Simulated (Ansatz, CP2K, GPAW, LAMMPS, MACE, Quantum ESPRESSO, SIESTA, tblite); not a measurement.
# Codes compared on liquid Zn38Se23S15 at 2640 K (76 atoms)

Aim: run liquid Zn38Se23S15 at 2640 K (76 atoms) in several programs and set results and cost side by side. A plane-wave run serves as the reference.

Main program and level: Quantum ESPRESSO 7.5; Kohn-Sham DFT, PBE, SSSP efficiency 1.3.0 pseudopotentials, plane waves.

## 1. The starting structure

The cell holds 76 atoms: 38 Zn, 23 Se and 15 S. Cell: a = 11.922 Å, b = 11.922 Å, c = 11.922 Å, α = 90.0°, β = 90.0°, γ = 90.0°. 76 atoms (38 Zn, 23 Se, 15 S) placed at random at 4.69 g/cm³, melted at 2640 K for 10 ps at fixed volume with the Stillinger-Weber II-VI potential (Zhou et al., Phys. Rev. B 88, 085309 (2013)). Snapshot at the end of a hold of 5 ps at 2640 K and fixed volume.

## 2. Reference: Quantum ESPRESSO, plane waves

pw.in

```
&control
  calculation = 'scf'
  pseudo_dir = './pseudo'
  outdir = './tmp'
  disk_io = 'none'
  tprnfor = .true.
  tstress = .true.
/
&system
  ibrav = 0
  nat = 76
  ntyp = 3
  ecutwfc = 45
  ecutrho = 360
  nosym = .true.
  occupations = 'smearing'
  smearing = 'fd'
  degauss = 0.003675
/
&electrons
  conv_thr = 3.8e-07
  electron_maxstep = 100
  mixing_beta = 0.4
  mixing_mode = 'plain'
  diagonalization = 'david'
/
ATOMIC_SPECIES
Zn 65.380 Zn.upf
Se 78.971 Se.upf
S 32.060 S.upf
CELL_PARAMETERS angstrom
11.92180 0.00000 0.00000
0.00000 11.92180 0.00000
0.00000 0.00000 11.92180
ATOMIC_POSITIONS crystal
Zn 0.34853 0.01565 0.18227
Zn 0.10537 0.28323 0.57893
Zn 0.88272 0.07008 0.88003
Zn 0.32808 0.93937 0.82776
Zn 0.95216 0.67827 0.95956
Zn 0.57639 0.85533 0.25030
Zn 0.00575 0.66255 0.71944
Zn 0.52943 0.12135 0.60104
Zn 0.21066 0.74516 0.46345
Zn 0.33267 0.51003 0.79861
Zn 0.52257 0.17112 0.28391
Zn 0.04913 0.07847 0.36262
[... 60 atom lines left out ...]
S 0.96344 0.45726 0.49183
S 0.42430 0.77664 0.17237
S 0.28900 0.87466 0.63995
S 0.31915 0.23300 0.19279
K_POINTS gamma
```

Launch:

```sh
$ OMP_NUM_THREADS=1 mpirun -np 4 pw.x -in pw.in > output.txt
```

The log of the run:

```text
Program PWSCF
     gamma-point specific algorithms are used
     one sub-group per band group will be used
     scalapack distributed-memory algorithm (size of sub-group:  2*  2 procs)
     Parallelization info
     sticks:   dense  smooth     PW     G-vecs:    dense   smooth      PW
     Min        3638    1820    451               329778   116604   14518
     Max        3642    1824    456               329779   116605   14520
     Sum       14561    7289   1813              1319113   466417   58077
     bravais-lattice index     =            0
     lattice parameter (alat)  =      22.5289  a.u.
     unit-cell volume          =   11434.6295 (a.u.)^3
     number of atoms/cell      =           76
     number of atomic types    =            3
     number of electrons       =       988.00
[... lines left out ...]
     scf convergence threshold =      3.8E-07
[... lines left out ...]
     number of k points=     1  Fermi-Dirac smearing, width (Ry)=  0.0037
[... lines left out ...]
     total energy              =  -18901.08732532 Ry
[... lines left out ...]
     total energy              =  -18900.13100555 Ry
[... lines left out ...]
     total energy              =  -18902.46092963 Ry
[... lines left out ...]
     total energy              =  -18903.15213652 Ry
[... lines left out ...]
     total energy              =  -18903.15213695 Ry
[... lines left out ...]
  -119.0247-119.0225-118.9753-118.9698-118.9539-118.8672 -73.7647 -73.7141
   -73.7061 -73.6734 -73.6700 -73.6427 -73.6275 -73.6262 -73.6080 -73.6019
   -73.5959 -73.5761 -73.5634 -73.5265 -73.5204 -73.5078 -73.4916 -73.4880
   -73.4853 -73.4780 -73.4660 -73.4636 -73.4619 -73.4559 -73.4446 -73.4422
[...]
12.5251  12.5331  12.6071  12.6957  12.7103  12.7453  12.7869  12.8065
    12.8280  12.8919  12.9298  12.9819  13.0291  13.0493  13.0932  13.1887
    13.2110
     the Fermi energy is     6.9603 ev
!    total energy              =  -18903.15213686 Ry
     estimated scf accuracy    <       0.00000032 Ry
     smearing contrib. (-TS)   =      -0.01960961 Ry
     internal energy E=F+TS    =  -18903.13252726 Ry
     The total energy is F=E-TS. E is the sum of the following terms:
     one-electron contribution =  -18354.24144570 Ry
     hartree contribution      =    9408.87459990 Ry
     xc contribution           =   -2409.57151148 Ry
     ewald contribution        =   -7548.19416998 Ry
     convergence has been achieved in  22 iterations
     Forces acting on atoms (cartesian axes, Ry/au):
     atom    1 type  1   force =    -0.00132083    0.01150586    0.03903389
     atom    2 type  1   force =     0.03215719    0.00299480    0.00408987
     atom    3 type  1   force =    -0.00414144    0.00825577   -0.00426765
[...]
atom   75 type  3   force =     0.03461564   -0.01275508   -0.04044987
     atom   76 type  3   force =     0.04387069   -0.02143041   -0.04327698
     Total force =     0.414938     Total SCF correction =     0.003755
     Computing stress (Cartesian axis) and pressure
          total   stress  (Ry/bohr**3)                   (kbar)     P=      -21.40
  -0.00009066  -0.00000944   0.00001652          -13.34       -1.39        2.43
  -0.00000944  -0.00012176   0.00001509           -1.39      -17.91        2.22
   0.00001652   0.00001509  -0.00022405            2.43        2.22      -32.96
     Message from routine punch:
     Nothing written, as per user request (disk_io='none')
```

Run time: 8.1 min. Hardware: 4 MPI ranks of Arm Neoverse V2, shared host; peak memory 4.5 GiB; 32 min of CPU time.

Banners, paths, timers and routine set-up lines are dropped from the logs unmarked, and long logs keep their key lines alone; longer cuts are marked.

Numbers from this run:

```
r.m.s. force component : 0.7065 eV/Å
longest force          : 3.132 eV/Å
pressure               : -2.14 GPa
```

## 3. Local order

Pair distribution functions g(r), in bins of 0.2 Å:

```
r (Å)  total  Zn-Zn  Zn-Se  Zn-S  Se-Se  Se-S   S-S
 2.00   0.05   0.00   0.00  0.27   0.00  0.00  0.00
 2.20   0.24   0.00   0.15  1.01   0.00  0.00  0.00
 2.40   1.17   0.30   1.46  3.08   0.00  0.36  0.00
 2.60   1.41   0.66   2.42  2.25   0.00  0.59  0.00
 2.80   1.73   0.74   3.27  2.42   0.00  0.48  0.72
 3.00   1.46   1.56   1.90  1.05   1.40  0.85  1.31
 3.20   1.07   0.82   1.38  0.81   0.99  0.55  3.48
 3.40   0.86   1.20   0.66  0.32   2.17  0.35  1.56
 3.60   0.92   0.95   0.47  0.72   1.17  1.50  2.81
 3.80   1.02   1.29   0.64  0.82   1.41  1.38  1.26
 4.00   1.05   1.18   0.77  1.25   1.12  1.34  0.39
 4.20   1.05   1.11   0.79  0.81   0.73  2.00  1.70
 4.40   1.02   1.01   1.00  0.97   0.92  1.41  0.61
 4.60   0.75   0.84   0.66  0.84   0.84  0.73  0.29
 4.80   0.95   0.85   1.00  1.03   1.21  0.85  0.51
 5.00   1.08   1.27   0.83  1.17   1.63  0.79  0.95
 5.20   1.04   1.11   1.12  0.70   1.22  1.23  0.66
 5.40   1.08   1.03   1.30  0.97   0.62  1.42  0.40
 5.60   1.02   0.98   0.91  1.25   0.89  1.12  0.77
 5.80   0.87   0.97   1.00  0.78   0.76  0.47  1.06
```

Bonds by pair of elements; cutoffs follow the first minimum of g(r), held within bounds set by covalent radii, and pairs that aren't listed don't count as bonded (cutoffs were set anew for this text, so counts can differ from the run's own analysis):

```
pair A-B  cutoff (Å)  bonds  mean length (Å)  spread (Å)  shortest (Å)  B about A  A about B
   Zn-Se        3.22    104             2.81       0.247          2.26       2.74       4.52
    Zn-S        3.02     54             2.60        0.24          2.08       1.42        3.6
    Se-S        2.54      2             2.44       0.104          2.33      0.087      0.133
```

The cutoffs for Zn-Se and Zn-S fall short of the minimum of g(r), so counts run low and odd coordinations can be artefacts.

How many atoms have how many bonded neighbours:

```
element  mean  2  3   4   5  6
      S  3.73  2  3   7   3  0
     Se  4.61  0  1   9  11  2
     Zn  4.16  0  9  17   9  3
```

Rings of the network by King's shortest-path rule, up to 12 atoms, one path for each pair of neighbours; H, halogens, alkali and alkaline-earth atoms are left out, and the last column divides by all other atoms, bonded or not:

```
ring size (atoms)  rings  per network atom
                3      1             0.013
                4     52             0.684
                5      5             0.066
                6    106              1.40
                7     14             0.184
                8     56             0.737
                9      2             0.026
               10      2             0.026
```

## 4. The other programs

The programs:
- CP2K 2026.2: Gaussian basis with GTH pseudopotentials and a plane-wave density; labels give functional, basis (MOLOPT sets; SR short-range, UZH the newer set with its own potentials), grid cutoff/relative cutoff and solver (OT: orbital transformation; TRS4, TC2, SIGN: linear-scaling purification with its sparsity filter), or its built-in tight binding.
- GPAW 26.7.0: PAW with atomic orbitals (LCAO), plane waves or a real-space grid of spacing h.
- MACE: machine-learned potential, published weights.
- SIESTA 5.4.2: numerical atomic orbitals, whose automatically made sets are far from complete, with PseudoDojo norm-conserving potentials that we converted to its format (checked against plane waves on the same files for H, C, O, Si, Ge and Ca alone); labels give functional, basis size, energy shift and mesh cutoff.
- tblite 0.8.0: extended tight binding, driven from Python.

All use the same cell and atoms; the electronic-structure runs use the same k-mesh, and an electronic temperature of 580 K (0.05 eV) where levels are smeared.

Differences are against the plane-wave reference, forces as r.m.s. over components; share is that over the reference's r.m.s. force, slope the least-squares factor from reference forces to these. Total energies of different programs have different zeros and aren't compared.

```
                                                          run  Δ force, r.m.s. (meV/Å)  share (%)  slope  Δ pressure (GPa)  cores  CPU time  memory (GiB)
                                                    reference                        -          -      -                 -      4    32 min           4.5
CP2K PBE, DZVP-MOLOPT-SR, 400/50 Ry, diagonalisation (coarse)                      185       26.2  1.040              1.22      4   5.4 min           4.8
CP2K PBE, DZVP-MOLOPT-SR, 560/50 Ry, diagonalisation (coarse)                     48.4       6.85  1.030             0.646      4   6.3 min           7.1
         CP2K PBE, DZVP-MOLOPT-SR, 800/50 Ry, diagonalisation                     40.4       5.72  1.030             0.650      2   6.1 min           8.1
                                  GPAW PBE, LCAO dzp, h 0.2 Å                     49.8       7.04  1.014                 -      1   4.5 min           1.9
                     GPAW PBE, LCAO sz(dzp), h 0.2 Å (coarse)                      345       48.8  1.119                 -      1   1.9 min           1.6
                    GPAW PBE, LCAO szp(dzp), h 0.2 Å (coarse)                     94.1       13.3  1.006                 -      1   3.2 min           1.8
                                  MACE MP-0b2 small potential                      217       30.7  0.971             0.613      1     5.1 s          0.68
                                 MACE MP-0b3 medium potential                      204       28.9  0.973             0.337      1     5.3 s           0.9
                                  MACE MPA-0 medium potential                      147       20.9  0.991             0.299      1     5.4 s          0.89
                  SIESTA PBE, DZP, shift 0.01 Ry, mesh 500 Ry                      237       33.6  1.118             -2.36      2     5 min           1.9
         SIESTA PBE, DZP, shift 0.04 Ry, mesh 500 Ry (coarse)                      472       66.8  1.172             -25.8      2   3.4 min           1.4
         SIESTA PBE, SZP, shift 0.01 Ry, mesh 500 Ry (coarse)                      401       56.7  1.222             -7.59      2   4.1 min           1.7
                                              tblite GFN1-xTB                      325       46.0  0.783              4.40      1     3.7 s          0.13
```

Rows marked coarse were listed beforehand as settings not expected to be converged; some can still land near the reference.

Times of the machine-learned potentials are mostly Python's start and the loading of weights.

CPU time is summed over cores on a shared host, where runs went side by side, so it is rough. Symmetry, cutoffs, thresholds, outputs and thread counts weren't matched or tuned between programs; memory under MPI is the largest rank's times the ranks.

Mean charges by element (e), by run and scheme:

```
                                                 run     scheme     Zn     Se      S
CP2K PBE, DZVP-MOLOPT-SR, 560/50 Ry, diagonalisation   Mulliken  -0.03  -0.03  +0.12
CP2K PBE, DZVP-MOLOPT-SR, 560/50 Ry, diagonalisation  Hirshfeld  +0.22  -0.21  -0.24
CP2K PBE, DZVP-MOLOPT-SR, 800/50 Ry, diagonalisation   Mulliken  -0.03  -0.03  +0.12
CP2K PBE, DZVP-MOLOPT-SR, 800/50 Ry, diagonalisation  Hirshfeld  +0.22  -0.21  -0.24
         SIESTA PBE, DZP, shift 0.01 Ry, mesh 500 Ry  Hirshfeld  +0.53  -0.52  -0.54
                                     tblite GFN1-xTB   Mulliken  +0.12  -0.05  -0.24
```

Within one program, basis, potentials and functional, energies share a zero. Each run against its twin at the usual cutoff or grid and solver:

```
                                                 run                                        twin  Δ energy (meV/atom)  Δ force, r.m.s. (meV/Å)         CPU time over the twin's
CP2K PBE, DZVP-MOLOPT-SR, 400/50 Ry, diagonalisation  DZVP-MOLOPT-SR, 800/50 Ry, diagonalisation                -10.6                      181  0.88 (this twin ran on 2 cores)
CP2K PBE, DZVP-MOLOPT-SR, 560/50 Ry, diagonalisation  DZVP-MOLOPT-SR, 800/50 Ry, diagonalisation                0.156                     38.4   1.0 (this twin ran on 2 cores)
```

## 5. Results

| Item | Value |
| --- | --- |
| reference r.m.s. force component | 0.707 eV/Å |
| nearest in forces | CP2K PBE, DZVP-MOLOPT-SR, 800/50 Ry, diagonalisation, 5.7 % |
| farthest in forces | SIESTA PBE, DZP, shift 0.04 Ry, mesh 500 Ry (coarse), 67 % |
| cheapest electronic-structure run beside the reference | tblite GFN1-xTB, 3.7 s of CPU time |

**Reading.** The PBE runs in local orbitals, coarse settings apart, differ by 5.7 % (CP2K PBE, DZVP-MOLOPT-SR, 800/50 Ry, diagonalisation) to 34 % (SIESTA PBE, DZP, shift 0.01 Ry, mesh 500 Ry); basis, grid and potentials can all enter. Tight binding differs by 46 % (tblite GFN1-xTB); it is another model, with fitted parameters of its own, and the xTB methods hold dispersion. Machine-learned potentials differ by 21 % (MACE MPA-0 medium potential) to 31 % (MACE MP-0b2 small potential); they were trained on other programs' data. Runs with settings chosen to be coarse differ by 6.8 % (CP2K PBE, DZVP-MOLOPT-SR, 560/50 Ry, diagonalisation) to 67 % (SIESTA PBE, DZP, shift 0.04 Ry, mesh 500 Ry), their programs' other errors included. Of the electronic-structure runs that take under half the reference's CPU time, CP2K PBE, DZVP-MOLOPT-SR, 800/50 Ry, diagonalisation comes nearest, at 5.7 % in 6.1 min against 32 min. SIESTA PBE, DZP, shift 0.01 Ry, mesh 500 Ry stiffens the forces by a factor of 1.12 while following their directions (correlation 0.963). In pressure, SIESTA PBE, DZP, shift 0.04 Ry, mesh 500 Ry misses by -25.8 GPa, at the same functional. Charges hang on model, scheme and program or settings: among these rows the mean for S runs from -0.54 to +0.12 e, even in sign. In the reference: levels near the Fermi energy are neither full nor empty under the smearing, so no gap is quoted. In the reference: rings of 6 atoms are the most common (45 % of those counted); sizes run from 3 to 10. Periodic xTB results under one method name differ between programs and library versions. The potentials hold different valence shells: 988 electrons in the reference, 684 in GPAW, 1218 in SIESTA and 684 in CP2K with DZVP-MOLOPT-SR; this bears on time and differences. The reference's pressure holds the uncorrected Pulay stress of its 45 Ry basis, so small pressure differences, and their order, may be the reference's own error. The frame stands for 2640 K, but pressures are static and levels are smeared at 580 K, under the temperature of the frame, which matters where levels are partly filled. Machine-learned potentials mimic data converged in k, so the reference's own k-point error enters their differences. The network of bonds at the start is that of the classical potential that made the cell, and needn't be the one that DFT or experiment would give. The electronic-structure runs sample only Γ, in a cell whose shortest periodic width is 12 Å, which is coarse for a cell with partly filled levels.

[Also dropped from logs without a mark: logging warnings of Python, and SIESTA's first energy breakdown and zero terms.]

[Logs are printed without paths, hosts, clocks, repeated set-up lines and the standing remarks that a program may print on its own settings, such as how far it seeks lower states.]

[Hosts, paths, dates, database ids (printed as entryN), source tags and the programs' standing remarks are cut or masked in the printed files.]
